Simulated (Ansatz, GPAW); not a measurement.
**Work function of a 9-layer slab of Ba(100) at several levels**

Wanted: work functions and dipole of a 9-layer slab of Ba(100), with the cost of each level.

Calculated with GPAW 26.7.0 and Ansatz 0.2.0; Ansatz plane waves; slab in vacuum with a dipole correction, relaxation, in the first sound run; inputs show where later runs differ.

## 1. Starting point

The cell holds 9 atoms: 9 Ba. Its edges and angles: a = 5.020 Å, b = 5.020 Å, c = 38.080 Å, α = 90.0°, β = 90.0°, γ = 90.0°. Vacuum lies along c.

## 2. Relaxation

The atoms are relaxed first, since the surface dipole, and with it the work function, follows the positions of the outer layers. The lowest 4 atoms are held at bulk positions and keep their forces.

The input, input.yaml:

```yaml
crystal:
  lattice:
    - [5.02, 0.0, 0.0]
    - [0.0, 5.02, 0.0]
    - [0.0, 0.0, 38.08]
  atoms:
    - { symbol: Ba, position: [0.0, 0.0, 0.2363445378] }
    - { symbol: Ba, position: [0.5, 0.5, 0.3022584034] }
    - { symbol: Ba, position: [0.0, 0.0, 0.3681722689] }
    - { symbol: Ba, position: [0.5, 0.5, 0.4340861345] }
    - { symbol: Ba, position: [0.0, 0.0, 0.5] }
    - { symbol: Ba, position: [0.5, 0.5, 0.5659138655] }
    - { symbol: Ba, position: [0.0, 0.0, 0.6318277311] }
    - { symbol: Ba, position: [0.5, 0.5, 0.6977415966] }
    - { symbol: Ba, position: [0.0, 0.0, 0.7636554622] }
kpoints:
  mp_grid: { grid: [6, 6, 1] }
hamiltonian:
  xc: pbe
scf:
  occupations: { method: fermi_dirac, width: 0.1 }
efield:
  axis: 3
  dipole_correction: true
  ramp_width: 0.05
relax:
  f_tol: 0.02
  max_steps: 60
  constraints: [{ sites: [0, 1, 2, 3] }]
output:
  write_potential: true
  write_density: true
  volumetric_format: npy
```

On the command line:

```
ansatz run input.yaml --threads 4 --pin off --max-ram 8192MiB --backend cpu --events-out ev --progress --plain --runs-dir out
```

Numbers of over 12 decimals in the logs are rounded to 6 here.

The log of the run:

```text
Engine: ansatz 0.2.0, aarch64-unknown-linux-gnu
Pseudopotentials: kind: paw
Pseudopotential: Ba, paw, valence charge 10, recommended cutoff 420 eV (normal), Ba.paw.azcp
Functional definition: PBE
  parameter kappa = 0.804
  parameter beta = 0.066725
  exchange = pbe_x(kappa = kappa, mu = beta*pi^2/3)
  correlation = pbe_c(beta = beta)
Crystal: 9 atoms, lattice volume = 959.631 Å³
Basis set: ecut = 420 eV, 18795 PW (Γ), exchange–correlation on 72×72×512 points (8 copies of the dense FFT grid, shifted against one another)
Bands: 54, of which v1, the nominal top of the filled ones, is band 45 counted from 1 (44 counted from 0)
Symmetry: 8 space group operations
k-points: 10 of 36
Non-local potential: Ba, projectors of the file, l = 0: 3, l = 1: 2, l = 2: 2, l = 3: 2
PAW form: soft (Blöchl's): semilocal exchange-correlation on the pseudo side does not see the compensation charge
PAW one-centre angular grid: Ba, 194 points (default); XC on 64 Gauss nodes
Initial density: superposition of atomic densities (neutral atoms: chi_scale 0, normalization atom), corrected by the library's trained network
Initial wavefunctions: pseudopotential atomic-orbital guess
Functional: x = pbe(κ = 0.804, μ = 0.219515), c = pbe(β = 0.066725)
SCF iter   1: F=—  HF=-53545.046832 eV  |F-HF|=—  |Δ(HF+E_count)|=         —  Δρ=9.53e-4  dr2=2.32e-1  ethr=1.77e-3  p=0.000 e·Å  D=4.89e-14 V/Å  ΔV_dip=-0.00 eV  dr2_dipole=2.46e-9  V_vac-E_F(+/−)=2.32/2.32 eV  ⟨swp⟩=16.4  Hψ=9261  notcnv=0
efield: sawtooth ramp at fractional position 0.9750 (placed from the atoms, in the widest stretch of the axis that holds none; the zero of the levels goes with the place), width 0.0500; the density the first Hamiltonian is built on has a dipole p = 0.000 e·Å; the dipole correction subtracts the counter field D = 4.89e-14 V/Å, which shifts the + side's vacuum level by -0.00 eV against the − side's; the planar-averaged density in the ramp window peaks in size at 1.7e-5 e/Å³
automatic band count: the SCF goes on with 63 bands, as 54 were too few: the levels above may hold too much charge
preconditioner: auto → LDOS  [metal: Δε(μ)=0.013 eV  Ē_g=1.584 eV  σ=0.100 eV  W_gap=0.03  n_scr=118 (ndim 8)  ℏωp=5.1 eV  f_vac=0.353  D(μ)=14.20/eV (n_scr^D=70)  β→1.0]
SCF iter   2: F=—  HF=-53545.042596 eV  |F-HF|=—  |Δ(HF+E_count)|=   4.24e-3  Δρ=3.28e-4  dr2=8.40e-3  ethr=2.58e-4  p=0.000 e·Å  D=1.79e-6 V/Å  ΔV_dip=-0.00 eV  dr2_dipole=3.80e-10  V_vac-E_F(+/−)=2.35/2.35 eV  ⟨swp⟩=1.6  Hψ=741  notcnv=0
SCF iter   3: F=—  HF=-53545.043636 eV  |F-HF|=—  |Δ(HF+E_count)|=   1.04e-3  Δρ=1.07e-4  dr2=2.66e-4  ethr=9.33e-6  p=0.000 e·Å  D=2.16e-6 V/Å  ΔV_dip=-0.00 eV  dr2_dipole=3.75e-9  V_vac-E_F(+/−)=2.35/2.35 eV  ⟨swp⟩=2.1  Hψ=766  notcnv=0
SCF iter   4: F=—  HF=-53545.043737 eV  |F-HF|=—  |Δ(HF+E_count)|=   1.01e-4  Δρ=5.72e-5  dr2=8.46e-5  ethr=2.96e-7  p=0.000 e·Å  D=7.31e-7 V/Å  ΔV_dip=-0.00 eV  dr2_dipole=2.11e-10  V_vac-E_F(+/−)=2.36/2.36 eV  ⟨swp⟩=2.5  Hψ=1127  notcnv=0
iter 5 did not close the SCF: its close was put off for the readings that it lacked (scf_convergence_deferred on its scf_iter line)
SCF iter   5: F=-53545.043729 eV  HF=-53545.043730 eV  |F-HF|=1.50e-6  |Δ(HF+E_count)|=   6.32e-6  Δρ=1.31e-5  dr2=4.73e-6  ethr=9.40e-8  p=0.000 e·Å  D=3.49e-7 V/Å  ΔV_dip=-0.00 eV  dr2_dipole=1.33e-13  V_vac-E_F(+/−)=2.36/2.36 eV  ⟨swp⟩=2.0  Hψ=999  notcnv=0
SCF iter   6: F=-53545.043731 eV  HF=-53545.043731 eV  |F-HF|=8.24e-8  |Δ(HF+E_count)|=   3.61e-7  Δρ=3.54e-6  dr2=2.95e-7  ethr=5.25e-9  p=0.000 e·Å  D=8.09e-8 V/Å  ΔV_dip=-0.00 eV  dr2_dipole=5.22e-12  V_vac-E_F(+/−)=2.36/2.36 eV  ⟨swp⟩=10.8  Hψ=5675  notcnv=0
SCF 1 converged in 6 iterations: F = -53545.043731 eV  dr2 = 2.95e-7
  greatest PAW one-centre occupation: 0.959 electrons in one spin orbital (limit 2), on the Ba atom at site 8 (counted from 0), in its partial waves of l = 0
relax step   1: F+E_penalty+E_count = -53545.04373052 eV  Δ(F+E_penalty+E_count) = +0.000e0 eV  max|allowed force component| = 1.162e-1 eV/Å  Δτ_max = 0.0000 Å  (6 SCF iters, dr2 threshold 1.00e-5 eV, accepted)
Bands: 63, of which v1, the nominal top of the filled ones, is band 45 counted from 1 (44 counted from 0)
Initial density: handed on by an earlier stage of this run
Initial wavefunctions: those handed on with the density
iter 1 solved again at ethr=9.17e-6 eV; its pass at ethr=3.10e-3 eV (dr2=8.26e-3 eV) is discarded
SCF iter   1: F=—  HF=-53545.047448 eV  |F-HF|=—  |Δ(HF+E_count)|=         —  Δρ=2.02e-4  dr2=6.11e-3  ethr=9.17e-6  p=0.000 e·Å  D=8.11e-8 V/Å  ΔV_dip=-0.00 eV  dr2_dipole=2.64e-3  V_vac-E_F(+/−)=2.36/2.36 eV  ⟨swp⟩=2.0  Hψ=1730  notcnv=0
efield: sawtooth ramp at fractional position 0.9750 (handed on by an earlier solve), width 0.0500; the density the first Hamiltonian is built on has a dipole p = 0.000 e·Å; the dipole correction subtracts the counter field D = 8.11e-8 V/Å, which shifts the + side's vacuum level by -0.00 eV against the − side's; the planar-averaged density in the ramp window peaks in size at 1.5e-6 e/Å³
preconditioner: auto → LDOS  [metal: Δε(μ)=0.011 eV  Ē_g=1.584 eV  σ=0.100 eV  W_gap=0.03  n_scr=118 (ndim 8)  ℏωp=5.1 eV  f_vac=0.352  D(μ)=13.96/eV (n_scr^D=70)  β→1.0]
SCF iter   2: F=—  HF=-53545.047049 eV  |F-HF|=—  |Δ(HF+E_count)|=   4.00e-4  Δρ=5.05e-5  dr2=1.54e-4  ethr=6.78e-6  p=-0.000 e·Å  D=-1.88e-5 V/Å  ΔV_dip=0.00 eV  dr2_dipole=7.28e-5  V_vac-E_F(+/−)=2.36/2.36 eV  ⟨swp⟩=1.2  Hψ=633  notcnv=0
SCF iter   3: F=—  HF=-53545.047338 eV  |F-HF|=—  |Δ(HF+E_count)|=   2.90e-4  Δρ=1.59e-5  dr2=6.19e-6  ethr=1.71e-7  p=0.000 e·Å  D=1.09e-5 V/Å  ΔV_dip=-0.00 eV  dr2_dipole=3.36e-8  V_vac-E_F(+/−)=2.36/2.36 eV  ⟨swp⟩=2.4  Hψ=1081  notcnv=0
SCF iter   4: F=—  HF=-53545.047339 eV  |F-HF|=—  |Δ(HF+E_count)|=   1.03e-6  Δρ=7.11e-6  dr2=1.86e-6  ethr=9.38e-10  p=0.000 e·Å  D=3.50e-5 V/Å  ΔV_dip=-0.00 eV  dr2_dipole=2.12e-7  V_vac-E_F(+/−)=2.36/2.36 eV  ⟨swp⟩=12.6  Hψ=6210  notcnv=0
SCF iter   5: F=-53545.047339 eV  HF=-53545.047339 eV  |F-HF|=2.24e-7  |Δ(HF+E_count)|=   1.37e-7  Δρ=3.17e-6  dr2=3.05e-7  ethr=9.38e-10  p=0.000 e·Å  D=4.97e-5 V/Å  ΔV_dip=-0.00 eV  dr2_dipole=1.18e-7  V_vac-E_F(+/−)=2.36/2.36 eV  ⟨swp⟩=11.3  Hψ=4967  notcnv=0
SCF 2 converged in 5 iterations: F = -53545.047339 eV  dr2 = 3.05e-7
  Residual-converged pass: ⟨swp⟩=1.0  Hψ=670  notcnv=0  max |occ|·‖R‖ = 6.9e-9 eV (tolerance 1.0e-8 eV)  dr2=3.05e-7  dr2_onsite=2.65e-9  max |Δocc| = 9.0e-12
  greatest PAW one-centre occupation: 0.959 electrons in one spin orbital (limit 2), on the Ba atom at site 0 (counted from 0), in its partial waves of l = 0
relax step   2: F+E_penalty+E_count = -53545.04733909 eV  Δ(F+E_penalty+E_count) = -3.609e-3 eV  max|allowed force component| = 7.134e-2 eV/Å  Δτ_max = 0.0205 Å  (5 SCF iters, dr2 threshold 8.45e-7 eV, accepted)
SCF iter   1: F=—  HF=-53545.050034 eV  |F-HF|=—  |Δ(HF+E_count)|=         —  Δρ=4.16e-4  dr2=7.21e-2  ethr=2.13e-4  p=0.000 e·Å  D=4.97e-5 V/Å  ΔV_dip=-0.00 eV  dr2_dipole=5.30e-2  V_vac-E_F(+/−)=2.36/2.36 eV  ⟨swp⟩=4.3  Hψ=1342  notcnv=0
efield: sawtooth ramp at fractional position 0.9750 (handed on by an earlier solve), width 0.0500; the density the first Hamiltonian is built on has a dipole p = 0.000 e·Å; the dipole correction subtracts the counter field D = 4.97e-5 V/Å, which shifts the + side's vacuum level by -0.00 eV against the − side's; the planar-averaged density in the ramp window peaks in size at 1.6e-6 e/Å³
preconditioner: auto → LDOS  [metal: Δε(μ)=0.019 eV  Ē_g=1.583 eV  σ=0.100 eV  W_gap=0.05  n_scr=118 (ndim 8)  ℏωp=5.1 eV  f_vac=0.350  D(μ)=13.95/eV (n_scr^D=70)  β→1.0]
SCF iter   2: F=—  HF=-53545.049247 eV  |F-HF|=—  |Δ(HF+E_count)|=   7.88e-4  Δρ=1.27e-4  dr2=1.40e-2  ethr=8.01e-5  p=0.000 e·Å  D=5.13e-5 V/Å  ΔV_dip=-0.00 eV  dr2_dipole=1.23e-2  V_vac-E_F(+/−)=2.36/2.36 eV  ⟨swp⟩=1.4  Hψ=736  notcnv=0
SCF iter   3: F=—  HF=-53545.049212 eV  |F-HF|=—  |Δ(HF+E_count)|=   3.46e-5  Δρ=3.67e-5  dr2=5.96e-4  ethr=1.56e-5  p=0.000 e·Å  D=1.04e-5 V/Å  ΔV_dip=-0.00 eV  dr2_dipole=5.17e-4  V_vac-E_F(+/−)=2.36/2.36 eV  ⟨swp⟩=1.0  Hψ=630  notcnv=0
SCF iter   4: F=—  HF=-53545.049232 eV  |F-HF|=—  |Δ(HF+E_count)|=   1.97e-5  Δρ=2.10e-5  dr2=2.31e-5  ethr=6.63e-7  p=0.000 e·Å  D=7.95e-5 V/Å  ΔV_dip=-0.00 eV  dr2_dipole=9.82e-6  V_vac-E_F(+/−)=2.36/2.36 eV  ⟨swp⟩=1.5  Hψ=637  notcnv=0
SCF iter   5: F=—  HF=-53545.049477 eV  |F-HF|=—  |Δ(HF+E_count)|=   2.45e-4  Δρ=5.44e-6  dr2=6.19e-6  ethr=2.57e-8  p=0.001 e·Å  D=1.18e-4 V/Å  ΔV_dip=-0.00 eV  dr2_dipole=4.70e-6  V_vac-E_F(+/−)=2.36/2.36 eV  ⟨swp⟩=2.1  Hψ=1018  notcnv=0
SCF iter   6: F=—  HF=-53545.049477 eV  |F-HF|=—  |Δ(HF+E_count)|=   1.07e-7  Δρ=2.23e-6  dr2=1.42e-6  ethr=6.87e-9  p=0.001 e·Å  D=1.49e-4 V/Å  ΔV_dip=-0.01 eV  dr2_dipole=9.45e-7  V_vac-E_F(+/−)=2.36/2.36 eV  ⟨swp⟩=1.6  Hψ=636  notcnv=0
SCF iter   7: F=—  HF=-53545.049477 eV  |F-HF|=—  |Δ(HF+E_count)|=   1.00e-8  Δρ=8.44e-7  dr2=2.30e-7  ethr=1.58e-9  p=0.001 e·Å  D=1.55e-4 V/Å  ΔV_dip=-0.01 eV  dr2_dipole=1.88e-7  V_vac-E_F(+/−)=2.35/2.36 eV  ⟨swp⟩=1.7  Hψ=705  notcnv=0
SCF iter   8: F=-53545.049477 eV  HF=-53545.049477 eV  |F-HF|=7.54e-9  |Δ(HF+E_count)|=  4.87e-10  Δρ=3.42e-7  dr2=6.18e-9  ethr=1.11e-10  p=0.001 e·Å  D=1.56e-4 V/Å  ΔV_dip=-0.01 eV  dr2_dipole=1.98e-9  V_vac-E_F(+/−)=2.35/2.36 eV  ⟨swp⟩=10.8  Hψ=4703  notcnv=0
SCF 3 converged in 8 iterations: F = -53545.049477 eV  dr2 = 6.18e-9
relax step   3: F+E_penalty+E_count = -53545.04947714 eV  Δ(F+E_penalty+E_count) = -2.138e-3 eV  max|allowed force component| = 4.751e-3 eV/Å  Δτ_max = 0.0397 Å  (8 SCF iters, accepted)
NSCF: frozen V_eff on 10 k-points
the band table was solved once a step of the walk had ended and its energy, with any forces and stress, was formed, with the checks that follow a solve (3280 applications of the Hamiltonian). They found nothing against the state; the energy, forces and stress were not computed again (output.eigenvalues in the input reference)
WARN: The output density's exchange-correlation potential varies sharply where the density is thin. Do not read a vacuum level from v_tot or v_xc, or from such a field of the output density. On a cell that repeats whose density bears no net charge and no dipole along the vacuum's axis use v_es (v_loc + v_h of the components); under efield.dipole_correction with no amplitude use v_es + v_field, which holds any externa [...]
SCF converged after 8 iterations
Free energy (F): -53545.049477 eV
Harris-Foulkes:  -53545.049477 eV  (|F-HF|=7.54e-9)
Internal energy: -53544.575901 eV  (E = F + TS)
E sigma→0 (E₀):  -53544.812689 eV
Entropy (-TS):   -0.473576 eV (-52.620 meV/atom)
Fermi energy:    2.555830 eV
Dipole field:    D = 0.000128 V/Å  (p = 0.000681 e·Å, saw-weighted, corrected)
Work function:   Φ+ = 2.3554 eV   Φ− = 2.3603 eV
Levels:          The Fermi level and band energies are counted from a zero that moves with the ramp; work functions are not
--- Per-component energies (eV) ---
  E_band       = -1069.410397
  E_kinetic    = 1494.861951
  E_local      = -34190.542379  (includes V_loc(G=0)·N_el)
  E_nonlocal   = 513.503276
  E_hartree    = 16316.849150
  E_xc         = -1496.382517
  E_vxc        = -1199.160678  (∫ρ·V_xc dr)
  E_paw        = -47032.276343  (= ΣΔE_a)
  E_vpaw       = -321.771064  (= ΣTr[D̂ρ^β])
  E_aug_tail   = -0.000016  (compensation charges beyond the density's cutoff)
  E_efield     = 0.000000  (sawtooth field / dipole correction)
  E_vefield    = -0.000040  (∫n·V_field dr)
  E_ewald      = 10849.410977
  E_smearing   = -0.473576  (= −TS)
  E_closure    = 0.000000  (closes the sum)
  Σ components = -53545.049477   (vs F -53545.049477, Δ=0.00e0)
--- Forces (eV/Å), atoms counted from 1 ---
  atom   1  Ba    -0.00000000     0.00000000    -0.06639412
  atom   2  Ba     0.00000000     0.00000000     0.11560186
  atom   3  Ba    -0.00000000     0.00000000    -0.06742288
  atom   4  Ba    -0.00000000     0.00000000     0.01444758
  atom   5  Ba     0.00000000     0.00000000     0.00325712
  atom   6  Ba    -0.00000000     0.00000000    -0.00070961
  atom   7  Ba    -0.00000000     0.00000000     0.00416301
  atom   8  Ba     0.00000000     0.00000000     0.00181184
  atom   9  Ba    -0.00000000     0.00000000    -0.00475125
  max |Σ_I F_I| component: 3.55e-6 eV/Å
--- Band table (eV; the first three rows and the last of 10) ---
  k-point 0: bands = [... 41 lower, 1.9210, 2.0606, 2.0637, 2.1901, 2.1975, 2.1990, 2.4296, 2.7586, ... 14 higher]
  k-point 1: bands = [... 41 lower, 1.9937, 2.1869, 2.2195, 2.2645, 2.2696, 2.3762, 2.5685, 2.8251, ... 14 higher]
  k-point 2: bands = [... 41 lower, 1.9418, 2.1308, 2.2604, 2.2785, 2.5891, 2.7064, 2.9263, 3.1018, ... 14 higher]
  k-point 9: bands = [... 41 lower, 2.3958, 2.6966, 2.8330, 2.9596, 2.9596, 2.9637, 2.9996, 2.9996, ... 14 higher]
--- Relaxed structure (3 steps of the walk, 3 accepted, 0 SCFs on fresh bases) ---
  F+E_penalty+E_count = -53545.04947714 eV   max|allowed force component| = 4.751e-3 eV/Å
  atoms:
    - { symbol: Ba, position: [0.0, 0.0, 0.2363445378] }
    - { symbol: Ba, position: [0.5, 0.5, 0.3022584034] }
    - { symbol: Ba, position: [0.0, 0.0, 0.3681722689] }
    - { symbol: Ba, position: [0.5, 0.5, 0.434086] }
    - { symbol: Ba, position: [0, 0.0, 0.499868] }
    - { symbol: Ba, position: [0.5, 0.5, 0.566057] }
    - { symbol: Ba, position: [0, 0.0, 0.632586] }
    - { symbol: Ba, position: [0.5, 0.5, 0.696344] }
    - { symbol: Ba, position: [0, 0.0, 0.765096] }
```

Run time: 49 s. Hardware: 4 threads of Arm Neoverse V2, shared host; peak memory 1.6 GiB.

Relaxation path:

```
step  energy less that of the first step (eV)  largest force component (eV/Å)
   1                                   0.0000                          0.1163
   2                                  -0.0036                          0.0713
   3                                  -0.0057                          0.0048
```

Forces are held to the 8 operations that the run works with; a distortion that breaks them can't arise in this run.

The atoms that moved most (Å):

```
atom     dx     dy      dz  length
 Ba9  0.000  0.000   0.055   0.055
 Ba8  0.000  0.000  -0.053   0.053
 Ba7  0.000  0.000   0.029   0.029
 Ba6  0.000  0.000   0.005   0.005
 Ba5  0.000  0.000  -0.005   0.005
```

The relaxed structure:

```cif
data_structure
_symmetry_space_group_name_H-M 'P 1'
_symmetry_Int_Tables_number 1
_cell_length_a 5.0200
_cell_length_b 5.0200
_cell_length_c 38.0800
_cell_angle_alpha 90.000
_cell_angle_beta 90.000
_cell_angle_gamma 90.000
_cell_volume 959.63
loop_
_atom_site_label
_atom_site_type_symbol
_atom_site_fract_x
_atom_site_fract_y
_atom_site_fract_z
_atom_site_occupancy
Ba1 Ba 0.00000 0.00000 0.23634 1
Ba2 Ba 0.50000 0.50000 0.30226 1
Ba3 Ba 0.00000 0.00000 0.36817 1
Ba4 Ba 0.50000 0.50000 0.43409 1
Ba5 Ba 0.00000 0.00000 0.49987 1
Ba6 Ba 0.50000 0.50000 0.56606 1
Ba7 Ba 0.00000 0.00000 0.63259 1
Ba8 Ba 0.50000 0.50000 0.69634 1
Ba9 Ba 0.00000 0.00000 0.76510 1
```

This step gave:

```yaml
free_energy: -53545.0495 eV
smearing_term_ts: 0.4736 eV
symmetry_operations: 8
upper_work_function: 2.355 eV
lower_work_function: 2.360 eV
dipole_along_the_normal: 6.81e-4 e·Å
dipole_field: 1.28e-4 V/Å
vacuum_level_above: 4.911 eV
vacuum_level_below: 4.916 eV
```

The electrostatic potential energy of an electron (with the applied field's), less the Fermi level, planar mean oscillates, so the rows of the table below give means over windows of 2.53 Å about each position, cut where the curve ends. Its maxima inside the range that stand out by 2 % of the span (Å: eV): 10.3: -0.644, 12.8: -0.576, 15.3: -0.602, 17.9: -0.637, 20.2: -0.586, 22.8: -0.521, 25.3: -0.889, 27.8: -0.274. Its minima: 9.1: -5.30, 11.5: -4.83, 14.0: -4.97, 16.5: -4.98, 19.0: -4.97, 21.6: -4.98, 24.1: -4.98, 26.5: -4.85, 29.2: -5.34.

Table of electrostatic potential energy of an electron (with the applied field's), less the Fermi level, planar mean by z; means over each step:

z (Å), electrostatic potential energy of an electron (with the applied field's), less the Fermi level, planar mean (eV) and a bar from the least value:
```
     1.26       2.36 ##############################
     3.79       2.36 ##############################
     6.33       2.01 ############################
     8.86      -2.90 
    11.39      -2.83 #
    13.92      -2.90 
    16.45      -2.90 
    18.98      -2.90 
    21.51      -2.89 
    24.04      -2.93 
    26.57      -2.81 #
    29.10      -2.96 
    31.63       1.87 ###########################
    34.16       2.35 ##############################
    36.69       2.36 ##############################
```

The valence density, planar mean oscillates, so the rows of the table below give means over windows of 2.53 Å about each position, cut where the curve ends. Its maxima inside the range that stand out by 2 % of the span (Å: e/Å³): 9.1: 0.213, 11.5: 0.219, 14.0: 0.218, 16.5: 0.218, 19.0: 0.218, 21.6: 0.218, 24.1: 0.219, 26.5: 0.219, 29.0: 0.212. Its minima: 10.3: 0.0730, 12.8: 0.0717, 15.3: 0.0727, 17.9: 0.0739, 20.2: 0.0724, 22.8: 0.0713, 25.3: 0.0792, 27.8: 0.0644.

The valence density, planar mean by z; means over each step:

z (Å), valence density, planar mean (e/Å³) and a bar:
```
     1.26      0.000 
     3.79      0.000 
     6.33      0.005 #
     8.86      0.147 ############################
    11.39      0.158 ##############################
    13.92      0.157 ##############################
    16.45      0.158 ##############################
    18.98      0.157 ##############################
    21.51      0.157 ##############################
    24.04      0.158 ##############################
    26.57      0.158 ##############################
    29.10      0.148 ############################
    31.63      0.007 #
    34.16      0.000 
    36.69      0.000
```

The relaxation lowered the energy of the cell by 0.00575 eV.

(Part 1 of 3 ends here.)

[Logs are printed without paths, hosts, clocks, repeated set-up lines and the standing remarks that a program may print on its own settings, such as how far it seeks lower states.]

[Hosts, paths, dates, database ids (printed as entryN), source tags and the programs' standing remarks are cut or masked in the printed files.]
